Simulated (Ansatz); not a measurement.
In doubt: masses and optical values from hybrid runs of this build are listed as unsure (in some of the runs), which bears on the screening that GW takes from such a start; one-shot GW on d or f shells is unsure, so the values of those runs are not to be relied on.

Two G0W0 runs on Cs2AgSbBr6 (Fm-3m).

```xyz
10
Lattice="0.0000 5.6893 5.6893 5.6893 0.0000 5.6893 5.6893 5.6893 0.0000" Properties=species:S:1:pos:R:3 pbc="T T T"
Cs    8.5339    8.5339    8.5339
Cs    2.8446    2.8446    2.8446
Ag    5.6893    5.6893    5.6893
Sb    0.0000    0.0000    0.0000
Br    2.8269    5.6893    5.6893
Br    5.6893    5.6893    2.8269
Br    8.5516    5.6893    5.6893
Br    5.6893    2.8269    5.6893
Br    5.6893    8.5516    5.6893
Br    5.6893    5.6893    8.5516
```

The cell and positions are those that the Materials Project relaxed with its own functionals (PBE, PBE+U or r2SCAN), kept fixed. Spin-orbit coupling is left out unless a run names it.

The first (Ansatz 0.2.0; start PBE0, 4×4×4 mesh, 1536 empty bands, screening to 150 eV, hard PAW files; 1 × NVIDIA GB200 (shared by 2 runs) with 16 threads of Arm Neoverse V2, shared host) gave, on its mesh: starting gap 2.28 eV, G0W0 gap 2.45 eV, RPA ε∞ (mean) 3.53, 5.6 min.

Q: The second changes start from PBE0 to LDA. What does it give?

It gave: starting gap 0.76 eV, G0W0 gap 1.70 eV, RPA ε∞ (mean) 5.56, 64 s. The G0W0 gap moves by −0.74 eV, −1.51 eV from the start and +0.77 eV from the correction. Σc changes by +0.40 eV at the valence top and −0.15 eV at the conduction bottom, and Σx − Vxc between them by +1.32 eV.

Limits: not at the basis limit; d shell near the gap, gap tends to lie low; no spin-orbit coupling.

[Paths, hosts, dates, memory and timing lines, banners, echoed tables and standing remarks are left out of the program output.]

[Logs are printed without paths, hosts, clocks, repeated set-up lines and the standing remarks that a program may print on its own settings, such as how far it seeks lower states.]

[Runs of the session that timed out or met a known fault of the program may be left out.]

[Cells called generated may have been cut or substituted from an entry of the Crystallography Open Database or the Materials Project.]

[Hosts, paths, dates, database ids (printed as entryN), source tags and the programs' standing remarks are cut or masked in the printed files.]
